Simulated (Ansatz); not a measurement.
# How LiH (Fm-3m) expands on warming

Aim: the lattice, expansion, heat capacity and bulk modulus of LiH as it warms.

What experiment has found for this phase:
- heat capacity C_P per formula unit 28.1 J/mol/K and bulk modulus 33.7 GPa near room temperature (given in “High-Throughput Prediction of Finite-Temperature Properties using the Quasi-Harmonic Approximation”, 2016, arXiv:1603.06924)

Calculated with Ansatz 0.2.0; DFT LDA, scalar-relativistic, plane waves, PAW, in the first sound run; inputs show where later runs differ.

This is a report of a sequence of runs, with most program output left out.

The database entry behind the starting cell differs from later determinations by our own check (the deuteride, about 0.2 % short), so it need not match the best structure at ambient conditions.

## 1. The starting structure

Symmetry: Fm-3m, No. 225, cubic system. The conventional cell has a = 4.074 Å, b = 4.074 Å, c = 4.074 Å, α = 90.00°, β = 90.00°, γ = 90.00°. Nearest to Li lie 6 H at 2.04 Å. H has 6 Li at 2.04 Å nearest. Farther neighbours are not listed.

## 2. Probe on a coarse mesh

A cheap single point shows whether the cell is a metal or an insulator and how far it is from rest; that sets the k-mesh and the occupations of what follows.

input.yaml

```yaml
crystal:
  lattice:
    - [0.0, 2.03675, 2.03675]
    - [2.03675, 0.0, 2.03675]
    - [2.03675, 2.03675, 0.0]
  atoms:
    - { symbol: Li, position: [0.0, 0.0, 0.0] }
    - { symbol: H, position: [0.5, 0.5, 0.5] }
kpoints:
  mp_grid: { grid: [8, 8, 8] }
hamiltonian:
  xc: lda
scf:
  occupations: { method: gaussian, width: 0.1 }
output:
  forces: true
  stress: true
  eigenvalues: true
```

Command:

```console
$ ansatz run input.yaml --threads 4 --pin off --max-ram 16384MiB --backend cpu --events-out ev --progress --plain --runs-dir out
```

Wall time 1 s (4 threads of Intel Xeon 6975P-C (Granite Rapids), shared host); peak memory 0.3 GiB.

This step gave:

* pressure: -4.081 GPa
* gap on the k-mesh: 2.656 eV
* volume per atom: 8.449 Å³

The start is under -4.1 GPa at this level and looks like an insulator or semiconductor on this mesh.

## 3. Relaxation

Phonons are second derivatives about a minimum, so cell and atoms are relaxed first, inside the symmetry of the start.

input.yaml, the sections that differ from step 2:

```yaml
kpoints:
  mp_grid: { grid: [10, 10, 10] }
scf:
  occupations: { method: gaussian, width: 0.02 }
output:
  forces: true
  stress: true
  eigenvalues: true
  write_density: true
  write_potential: true
  elf: true
  volumetric_format: npy
relax:
  adjacent_minimum: "off"
  f_tol: 0.005
  max_steps: 80
  cell: { stress_tol: 0.05 }
# crystal, hamiltonian: as in step 2
```

Wall time 1.5 s (4 threads); peak memory 0.34 GiB.

Relaxation path:

| step | energy less that of the first step (eV) | largest force component (eV/Å) | pressure (GPa) | volume (Å³) |
| --- | --- | --- | --- | --- |
| 1 | 0.0000 | 0.0000 | -4.09 | 16.90 |
| 2 | -0.0264 | 0.0000 | -1.16 | 15.40 |
| 3 | -0.0284 | 0.0000 | 0.19 | 14.88 |
| 4 | -0.0284 | 0.0000 | -0.01 | 14.95 |
| 5* | -0.0274 | 0.0000 | -0.05 | 14.95 |

Relaxation steps marked * repeat the geometry before them on a plane-wave basis chosen anew for their cell, so energy and pressure can jump there.

Forces are held to the 48 operations that the run works with; a distortion that breaks them can't arise in this run.

| conventional cell, symmetrised | before | after | change |
| --- | --- | --- | --- |
| a (Å) | 4.074 | 3.911 | -4.0 % |
| b (Å) | 4.074 | 3.911 | -4.0 % |
| c (Å) | 4.074 | 3.911 | -4.0 % |
| volume (Å³/atom) | 8.45 | 7.48 | -11.5 % |

Final coordinates:

```xyz
2
Lattice="0.0000 1.9553 1.9553 1.9553 0.0000 1.9553 1.9553 1.9553 0.0000" Properties=species:S:1:pos:R:3 pbc="T T T"
Li    0.0000    0.0000    0.0000
H     1.9553    1.9553    1.9553
```

This step gave:

```
pressure          : -0.04971 GPa
gap on the k-mesh : 2.541 eV
volume per atom   : 7.475 Å³
```

Valence density in the ac plane of the conventional cell at fractional y = 0.000, with atoms of Li and H within 0.2 Å of it. It is the smooth field of the valence electrons, not physical close to the nuclei.

Values in e/Å³, 14 rows by 14 columns, each cell a mean:
```
5.6 2.4 0.3 0.1 0.2 0.4 0.9 1.1 0.7 0.3 0.2 0.1 0.9 3.9
1.3 0.5 0.1 0.1 0.2 0.3 0.4 0.5 0.4 0.2 0.1 0.1 0.2 0.9
0.1 0.1 0.1 0.1 0.1 0.2 0.2 0.2 0.2 0.1 0.1 0.1 0.1 0.1
0.2 0.1 0.1 0.1 0.1 0.1 0.1 0.1 0.1 0.1 0.1 0.1 0.1 0.2
0.4 0.3 0.2 0.1 0.1 0.1 0.3 0.5 0.2 0.1 0.1 0.1 0.2 0.3
0.8 0.5 0.3 0.1 0.1 0.5 2.4 3.5 1.5 0.2 0.1 0.2 0.4 0.7
1.5 0.8 0.4 0.2 0.1 1.3 5.6 7.9 3.5 0.5 0.1 0.2 0.5 1.1
1.1 0.7 0.3 0.2 0.1 0.9 3.9 5.6 2.4 0.3 0.1 0.2 0.4 0.9
0.5 0.4 0.2 0.1 0.1 0.2 0.9 1.3 0.5 0.1 0.1 0.2 0.3 0.4
0.2 0.2 0.1 0.1 0.1 0.1 0.1 0.1 0.1 0.1 0.1 0.1 0.2 0.2
0.1 0.1 0.1 0.1 0.1 0.1 0.2 0.2 0.1 0.1 0.1 0.1 0.1 0.1
0.5 0.2 0.1 0.1 0.1 0.2 0.3 0.4 0.3 0.2 0.1 0.1 0.1 0.3
3.5 1.5 0.2 0.1 0.2 0.4 0.7 0.8 0.5 0.3 0.1 0.1 0.5 2.4
7.9 3.5 0.5 0.1 0.2 0.5 1.1 1.5 0.8 0.4 0.2 0.1 1.3 5.6
```
Columns run along a (3.9 Å), rows up along c (3.9 Å), edges of the conventional cell, whose origin can differ from the input's. Atoms in or near the plane, at fractional coordinates: Li at (0.00, 0.00), Li at (0.50, 0.50), H at (0.50, 0.00), H at (0.00, 0.50).

Electrostatic potential energy in the ac plane of the conventional cell at fractional y = 0.000, with atoms of Li and H within 0.2 Å of it. With pseudopotentials it is smooth inside the atoms' cores, unlike the true potential.

Ten even steps from '_' (-36 eV) to '@' (4 eV), each cell a mean:
```
..--**@@@@%%==..**@@@@%%++::
==**%%@@@@@@%%%%@@@@@@@@##++
%%%%@@@@@@@@@@@@@@@@@@@@@@%%
@@@@@@@@@@@@@@@@@@@@@@@@@@@@
@@@@@@@@@@%%****##%%@@@@@@@@
==##@@@@%%**--::==##@@@@@@**
__==@@@@%%==..__::**@@@@%%..
..**@@@@%%++::..--**@@@@%%==
%%@@@@@@@@##++==**%%@@@@@@%%
@@@@@@@@@@@@%%%%%%@@@@@@@@@@
@@@@@@@@@@@@@@@@@@@@@@@@@@@@
**##%%@@@@@@@@@@@@@@@@@@%%**
::==##@@@@@@**==##@@@@%%**--
__::**@@@@%%..__==@@@@%%==..
```
Columns run along a (3.9 Å; values clipped at the 3rd and 97th percentile), rows up along c (3.9 Å), edges of the conventional cell, whose origin can differ from the input's. Atoms in or near the plane, at fractional coordinates: Li at (0.00, 0.00), Li at (0.50, 0.50), H at (0.50, 0.00), H at (0.00, 0.50).

ELF in the ac plane of the conventional cell at fractional y = 0.000, with atoms of Li and H within 0.2 Å of it. It is the smooth field of the valence electrons, not physical close to the nuclei.

Ten even steps from '_' (0.51 × 1e-1) to '@' (9.99 × 1e-1), each cell a mean:
```
@@**__..##@@@@@@@@@@++__--%%
--..__..**@@@@@@@@%%==____--
______..--**##%%##++::______
++++--................::==++
@@@@##--______..____..++%%@@
@@@@@@++__..**##==__..##@@@@
@@@@@@++__--@@@@##....%%@@@@
@@@@@@++__--%%@@**__..##@@@@
@@@@%%==____----..__..**@@@@
%%##++::____________..--**##
........::==++++++--........
..____..++%%@@@@@@##--______
##==__..##@@@@@@@@@@++__..**
@@##....%%@@@@@@@@@@++__--@@
```
Columns run along a (3.9 Å), rows up along c (3.9 Å), edges of the conventional cell, whose origin can differ from the input's. Atoms in or near the plane, at fractional coordinates: Li at (0.00, 0.00), Li at (0.50, 0.50), H at (0.50, 0.00), H at (0.00, 0.50).

The relaxation ends with a pressure of -0.05 GPa.

## 4. A second relaxation

The relaxation is run once more from where the first one ended, as the script does after a large change of volume or of the gap, with mesh and occupations reviewed.

Changes to input.yaml since step 3:

```diff
@@ -2,5 +2,5 @@
   lattice:
-    - [0.0, 2.03675, 2.03675]
-    - [2.03675, 0.0, 2.03675]
-    - [2.03675, 2.03675, 0.0]
+    - [0.0, 1.9552887198, 1.9552887198]
+    - [1.9552887198, 0.0, 1.9552887198]
+    - [1.9552887198, 1.9552887198, 0.0]
   atoms:
```

Run time: 0.26 s. Hardware: 4 threads; peak memory 0.33 GiB; 0.64 s of CPU time.

Little changed from the start: no atom moved by 0.005 Å and no cell edge by 0.1 %.

ELF in the ac plane of the conventional cell at fractional y = 0.000, with atoms of Li and H within 0.2 Å of it. It is the smooth field of the valence electrons, not physical close to the nuclei.

Values in units of 1e-1, 14 rows by 14 columns, each cell a mean:
```
 9.2  6.5  1.4  2.2  8.0  9.8 10.0 10.0 10.0  9.6  5.6  1.0  3.4  8.2
 4.1  2.0  0.5  2.0  6.8  9.3  9.8  9.9  9.8  8.8  4.6  0.9  1.1  3.4
 1.0  0.9  1.0  1.7  4.1  6.8  8.0  8.3  7.8  5.8  2.6  1.1  0.9  1.0
 6.0  5.5  4.0  2.1  1.7  2.0  2.2  2.2  2.1  1.7  1.5  2.6  4.6  5.6
 9.7  9.3  7.9  4.0  1.0  0.5  1.4  2.1  1.1  0.5  1.7  5.8  8.8  9.6
10.0  9.9  9.3  5.5  0.9  2.0  6.5  7.6  5.0  1.1  2.1  7.8  9.8 10.0
10.0 10.0  9.7  6.0  1.0  4.1  9.2  9.7  7.6  2.1  2.2  8.3  9.9 10.0
10.0 10.0  9.6  5.6  1.0  3.4  8.2  9.2  6.5  1.4  2.2  8.0  9.8 10.0
 9.9  9.8  8.8  4.6  0.9  1.1  3.4  4.1  2.0  0.5  2.0  6.8  9.3  9.8
 8.3  7.8  5.8  2.6  1.1  0.9  1.0  1.0  0.9  1.0  1.7  4.1  6.8  8.0
 2.2  2.1  1.7  1.5  2.6  4.6  5.6  6.0  5.5  4.0  2.1  1.7  2.0  2.2
 2.1  1.1  0.5  1.7  5.8  8.8  9.6  9.7  9.3  7.9  4.0  1.0  0.5  1.4
 7.6  5.0  1.1  2.1  7.8  9.8 10.0 10.0  9.9  9.3  5.5  0.9  2.0  6.5
 9.7  7.6  2.1  2.2  8.3  9.9 10.0 10.0 10.0  9.7  6.0  1.0  4.1  9.2
```
Columns run along a (3.9 Å), rows up along c (3.9 Å), edges of the conventional cell, whose origin can differ from the input's. Atoms in or near the plane, at fractional coordinates: Li at (0.00, 0.00), Li at (0.50, 0.50), H at (0.50, 0.00), H at (0.00, 0.50).

Valence density in the ac plane of the conventional cell at fractional y = 0.000, with atoms of Li and H within 0.2 Å of it. It is the smooth field of the valence electrons, not physical close to the nuclei.

Ten steps, logarithmic in the rise over the least value, from '_' (0.1 e/Å³) to '@' (7.9 e/Å³), each cell a mean:
```
@@##--__::--++++==::..__++%%
**==____..::------::____::++
..________..::::....________
....__________..__________..
--::..______----::____..::::
++==::..__==##%%**::__..--==
**++--....**@@@@%%--..::--++
++==::..__++%%@@##--__::--++
----::____::++**==____..::--
::....________..________..::
..__________......__________
--::____..::::--::..______--
%%**::__..--==++==::..__==##
@@%%--..::--++**++--....**@@
```
Columns run along a (3.9 Å), rows up along c (3.9 Å), edges of the conventional cell, whose origin can differ from the input's. Atoms in or near the plane, at fractional coordinates: Li at (0.00, 0.00), Li at (0.50, 0.50), H at (0.50, 0.00), H at (0.00, 0.50).

Electrostatic potential energy in the ac plane of the conventional cell at fractional y = 0.000, with atoms of Li and H within 0.2 Å of it. With pseudopotentials it is smooth inside the atoms' cores, unlike the true potential.

Values in eV, 14 rows by 14 columns, each cell a mean:
```
-31 -22  -9   1   3   0 -19 -28 -10   2   3  -2 -14 -27
-17 -11  -2   2   4   3   0  -3   1   4   3   1  -6 -14
 -3  -1   2   3   4   4   3   3   3   4   4   3   1  -2
  2   3   4   4   3   2   1   1   2   3   4   4   3   3
  1   3   4   4   2  -2  -9 -11  -6   0   3   4   4   2
-17  -4   3   3  -1 -11 -22 -26 -18  -6   2   3   1 -10
-36 -17   1   2  -3 -17 -31 -35 -26 -11   1   3  -3 -28
-28 -10   2   3  -2 -14 -27 -31 -22  -9   1   3   0 -19
 -3   1   4   3   1  -6 -14 -17 -11  -2   2   4   3   0
  3   3   4   4   3   1  -2  -3  -1   2   3   4   4   3
  1   2   3   4   4   3   3   2   3   4   4   3   2   1
-11  -6   0   3   4   4   2   1   3   4   4   2  -2  -9
-26 -18  -6   2   3   1 -10 -17  -4   3   3  -1 -11 -22
-35 -26 -11   1   3  -3 -28 -36 -17   1   2  -3 -17 -31
```
Columns run along a (3.9 Å; values clipped at the 3rd and 97th percentile), rows up along c (3.9 Å), edges of the conventional cell, whose origin can differ from the input's. Atoms in or near the plane, at fractional coordinates: Li at (0.00, 0.00), Li at (0.50, 0.50), H at (0.50, 0.00), H at (0.00, 0.50).

## 5. Tight relaxation

The thresholds are tightened for a last relaxation ahead of the phonons, and where mesh or smearing change with them the cell follows.

input.yaml, the sections that differ from step 4:

```yaml
kpoints:
  mp_grid: { grid: [12, 12, 12] }
scf:
  occupations: { method: fixed }
output:
  forces: true
  stress: true
  eigenvalues: true
relax:
  adjacent_minimum: "off"
  f_tol: 0.001
  max_steps: 60
  cell: { stress_tol: 0.01 }
# crystal, hamiltonian: as in step 4
```

Run time: 0.49 s. Hardware: 4 threads; peak memory 0.34 GiB.

Little changed from the start: no atom moved by 0.005 Å and no cell edge by 0.1 %.

Numbers from this step:

```
pressure          : -6.43e-4 GPa
gap on the k-mesh : 2.540 eV
volume per atom   : 7.466 Å³
```

The residual pressure is -6.4e-4 GPa, small enough for phonons.

## 6. Phonons on strained cells, functional LDA, q-mesh 2×2×2

The study relaxes the crystal at several strains, solves the phonons on some of them and minimises the free energy at each temperature (static energy, vibrations, the electrons in a metal, and PV under a set pressure); the q-mesh sets how far the force constants reach.

input.yaml, the sections that differ from step 5:

```yaml
crystal:
  lattice:
    - [0.0, 1.9544637562, 1.9544637562]
    - [1.9544637562, 0.0, 1.9544637562]
    - [1.9544637562, 1.9544637562, 0.0]
  atoms:
    - { symbol: Li, position: [0.0, 0.0, 0.0] }
    - { symbol: H, position: [0.5, 0.5, 0.5] }
output:
  eigenvalues: true
phonons:
  method: dfpt
  qmesh: [2, 2, 2]
  temperatures: { t_max: 500.0, t_step: 25 }
  thermal_expansion: {}
# kpoints, hamiltonian, scf: as in step 5
# relax: removed
```

Wall time 24 s (4 threads); peak memory 0.55 GiB; 76 s of CPU time.

This step gave:

```
pressure                                         : -0.01511 GPa
volume expansion coefficient at 298 K            : 97.48 1e-6/K
C_P at 298 K                                     : 14.35 J/mol-atom/K
entropy at 298 K                                 : 9.638 J/mol-atom/K
isothermal bulk modulus at 298 K                 : 33.58 GPa
Grüneisen parameter at 298 K                     : 1.142
volume at 298 K                                  : 8.043 Å³/atom
principal linear expansion coefficients at 298 K : 32.49, 32.49, 32.49 1e-6/K
```

Strained cells of the study; zero-point energy where phonons were solved; the pressures are stresses at a fixed cutoff and can carry an offset from the finite basis. Expansion cells, by row:

| cell | \|a\| (Å) | \|b\| (Å) | \|c\| (Å) | V (Å³/atom) | E - E_lowest (meV/atom) | pressure, compression positive (GPa) | gap (eV) | zero-point energy (meV/atom) |
| --- | --- | --- | --- | --- | --- | --- | --- | --- |
| 1 | 2.764 | 2.764 | 2.764 | 7.466 | 0 | -0.04 | 2.54 | - |
| 2 | 2.786 | 2.786 | 2.786 | 7.646 | 0.553 | -0.971 | 2.565 | - |
| 3 | 2.742 | 2.742 | 2.742 | 7.29 | 0.53 | 0.969 | 2.514 | - |
| 4 | 2.764 | 2.764 | 2.764 | 7.464 | 0 | -0.03 | 2.539 | 117.3 |
| 5 | 2.778 | 2.778 | 2.778 | 7.577 | 0.215 | -0.622 | 2.555 | 115.6 |
| 6 | 2.789 | 2.789 | 2.789 | 7.667 | 0.676 | -1.068 | 2.567 | 114.2 |
| 7 | 2.814 | 2.814 | 2.814 | 7.875 | 2.66 | -2.016 | 2.593 | 111.2 |
| 8 | 2.839 | 2.839 | 2.839 | 8.088 | 5.905 | -2.878 | 2.618 | 108.2 |
| 9 | 2.864 | 2.864 | 2.864 | 8.308 | 10.36 | -3.66 | 2.642 | 105.2 |
| 10 | 2.89 | 2.89 | 2.89 | 8.533 | 15.99 | -4.369 | 2.664 | 102.2 |
| 11 | 2.736 | 2.736 | 2.736 | 7.244 | 0.852 | 1.247 | 2.507 | - |
| 12 | 2.75 | 2.75 | 2.75 | 7.353 | 0.212 | 0.592 | 2.523 | - |
| 13 | 2.913 | 2.913 | 2.913 | 8.739 | 21.97 | -4.942 | 2.683 | - |

Quasi-harmonic; a, b, c are the run's own cell vectors. Expansion, by row:

| T (K) | a (Å) | b (Å) | c (Å) | alpha (deg) | beta (deg) | gamma (deg) | cell volume (Å³/cell) | alpha_a (1e-6/K) | alpha_b (1e-6/K) | alpha_c (1e-6/K) | alpha_V (1e-6/K) | C_P (J/mol-atom/K) | C_V (J/mol-atom/K) | S (J/mol-atom/K) | B_T (GPa) | B_S (GPa) | Grueneisen | extrapolation | fit error (1e-6/K) |
| --- | --- | --- | --- | --- | --- | --- | --- | --- | --- | --- | --- | --- | --- | --- | --- | --- | --- | --- | --- |
| 0 | 2.822 | 2.822 | 2.822 | 60 | 60 | 60 | 15.88 | 0 | 0 | 0 | 0 | 0 | 0 | 0 | 35.91 | 35.91 | - | 0 | 0 |
| 25 | 2.822 | 2.822 | 2.822 | 60 | 60 | 60 | 15.88 | 0.03 | 0.03 | 0.03 | 0.1 | 0.019 | 0.019 | 0.005 | 35.91 | 35.91 | 0.916 | 0 | 0 |
| 50 | 2.822 | 2.822 | 2.822 | 60 | 60 | 60 | 15.88 | 0.61 | 0.61 | 0.61 | 1.83 | 0.288 | 0.288 | 0.071 | 35.9 | 35.9 | 1.092 | 0 | 0 |
| 75 | 2.822 | 2.822 | 2.822 | 60 | 60 | 60 | 15.89 | 2.9 | 2.9 | 2.9 | 8.7 | 1.302 | 1.301 | 0.352 | 35.86 | 35.89 | 1.147 | 0 | 0 |
| 100 | 2.822 | 2.822 | 2.822 | 60 | 60 | 60 | 15.89 | 6.46 | 6.46 | 6.46 | 19.37 | 2.873 | 2.867 | 0.935 | 35.78 | 35.86 | 1.157 | 0 | 0.01 |
| 125 | 2.823 | 2.823 | 2.823 | 60 | 60 | 60 | 15.9 | 10.3 | 10.3 | 10.3 | 30.89 | 4.574 | 4.553 | 1.759 | 35.63 | 35.79 | 1.157 | 0 | 0.01 |
| 150 | 2.824 | 2.824 | 2.824 | 60 | 60 | 60 | 15.92 | 14.01 | 14.01 | 14.01 | 42.04 | 6.22 | 6.175 | 2.74 | 35.44 | 35.7 | 1.156 | 0 | 0.01 |
| 175 | 2.825 | 2.825 | 2.825 | 60 | 60 | 60 | 15.94 | 17.53 | 17.53 | 17.53 | 52.6 | 7.78 | 7.698 | 3.817 | 35.21 | 35.58 | 1.154 | 0 | 0.01 |
| 200 | 2.826 | 2.826 | 2.826 | 60 | 60 | 60 | 15.96 | 20.88 | 20.88 | 20.88 | 62.64 | 9.262 | 9.13 | 4.953 | 34.94 | 35.44 | 1.152 | 0 | 0.02 |
| 225 | 2.828 | 2.828 | 2.828 | 60 | 60 | 60 | 15.99 | 24.06 | 24.06 | 24.06 | 72.19 | 10.67 | 10.47 | 6.126 | 34.63 | 35.28 | 1.149 | 0 | 0.02 |
| 250 | 2.829 | 2.829 | 2.829 | 60 | 60 | 60 | 16.02 | 27.09 | 27.09 | 27.09 | 81.28 | 12 | 11.73 | 7.32 | 34.3 | 35.1 | 1.146 | 0 | 0.02 |
| 275 | 2.831 | 2.831 | 2.831 | 60 | 60 | 60 | 16.05 | 29.97 | 29.97 | 29.97 | 89.9 | 13.26 | 12.89 | 8.523 | 33.94 | 34.9 | 1.144 | 0 | 0.02 |
| 298.1 | 2.833 | 2.833 | 2.833 | 60 | 60 | 60 | 16.09 | 32.49 | 32.49 | 32.49 | 97.48 | 14.35 | 13.88 | 9.638 | 33.58 | 34.7 | 1.142 | 0 | 0.03 |
| 300 | 2.834 | 2.834 | 2.834 | 60 | 60 | 60 | 16.09 | 32.69 | 32.69 | 32.69 | 98.07 | 14.43 | 13.96 | 9.727 | 33.55 | 34.68 | 1.142 | 0 | 0.03 |
| 325 | 2.836 | 2.836 | 2.836 | 60 | 60 | 60 | 16.13 | 35.27 | 35.27 | 35.27 | 105.8 | 15.52 | 14.94 | 10.93 | 33.15 | 34.45 | 1.14 | 0 | 0.03 |
| 350 | 2.839 | 2.839 | 2.839 | 60 | 60 | 60 | 16.17 | 37.72 | 37.72 | 37.72 | 113.2 | 16.54 | 15.82 | 12.11 | 32.72 | 34.2 | 1.14 | 0 | 0.03 |
| 375 | 2.841 | 2.841 | 2.841 | 60 | 60 | 60 | 16.22 | 40.05 | 40.05 | 40.05 | 120.1 | 17.48 | 16.62 | 13.29 | 32.28 | 33.94 | 1.14 | 0 | 0.03 |
| 400 | 2.844 | 2.844 | 2.844 | 60 | 60 | 60 | 16.27 | 42.28 | 42.28 | 42.28 | 126.8 | 18.35 | 17.35 | 14.44 | 31.82 | 33.66 | 1.14 | 0 | 0.04 |
| 425 | 2.847 | 2.847 | 2.847 | 60 | 60 | 60 | 16.32 | 44.42 | 44.42 | 44.42 | 133.3 | 19.16 | 18 | 15.58 | 31.35 | 33.37 | 1.141 | 0 | 0.04 |
| 450 | 2.851 | 2.851 | 2.851 | 60 | 60 | 60 | 16.38 | 46.49 | 46.49 | 46.49 | 139.5 | 19.91 | 18.58 | 16.7 | 30.86 | 33.07 | 1.142 | 0 | 0.04 |
| 475 | 2.854 | 2.854 | 2.854 | 60 | 60 | 60 | 16.44 | 48.51 | 48.51 | 48.51 | 145.5 | 20.62 | 19.11 | 17.79 | 30.36 | 32.76 | 1.144 | 0 | 0.05 |
| 500 | 2.858 | 2.858 | 2.858 | 60 | 60 | 60 | 16.5 | 50.5 | 50.5 | 50.5 | 151.5 | 21.29 | 19.58 | 18.87 | 29.84 | 32.44 | 1.147 | 0 | 0.05 |

Table of expansion coefficient by temperature; values in 1e-6/K:

| temperature (K) | volume | principal 1 |
| --- | --- | --- |
| 0 | 0 | 0 |
| 25 | 0.1 | 0.03 |
| 50 | 1.83 | 0.61 |
| 75 | 8.7 | 2.9 |
| 100 | 19.4 | 6.46 |
| 125 | 30.9 | 10.3 |
| 150 | 42.0 | 14.0 |
| 175 | 52.6 | 17.5 |
| 200 | 62.6 | 20.9 |
| 225 | 72.2 | 24.1 |
| 250 | 81.3 | 27.1 |
| 275 | 89.9 | 30.0 |
| 298 | 97.5 | 32.5 |
| 300 | 98.1 | 32.7 |
| 325 | 106 | 35.3 |
| 350 | 113 | 37.7 |
| 375 | 120 | 40.0 |
| 400 | 127 | 42.3 |
| 425 | 133 | 44.4 |
| 450 | 139 | 46.5 |
| 475 | 146 | 48.5 |
| 500 | 152 | 50.5 |

At 298 K the volume expansion is 97.5 × 10⁻⁶/K and B_T is 33.6 GPa. The log warns that this q-mesh is too narrow, so the figure can be far off. The program raised the cutoff to 487.2 eV by itself: with no cutoff typed, the study takes about 1.16 times the default for its relaxations and scales it with the volume for the phonons.

(Part 1 of 2 ends here.)

[Logs are printed without paths, hosts, clocks, repeated set-up lines and the standing remarks that a program may print on its own settings, such as how far it seeks lower states.]

[Hosts, paths, dates, database ids (printed as entryN), source tags and the programs' standing remarks are cut or masked in the printed files.]

[A step with changed settings may run another functional than the one named; its input shows which.]
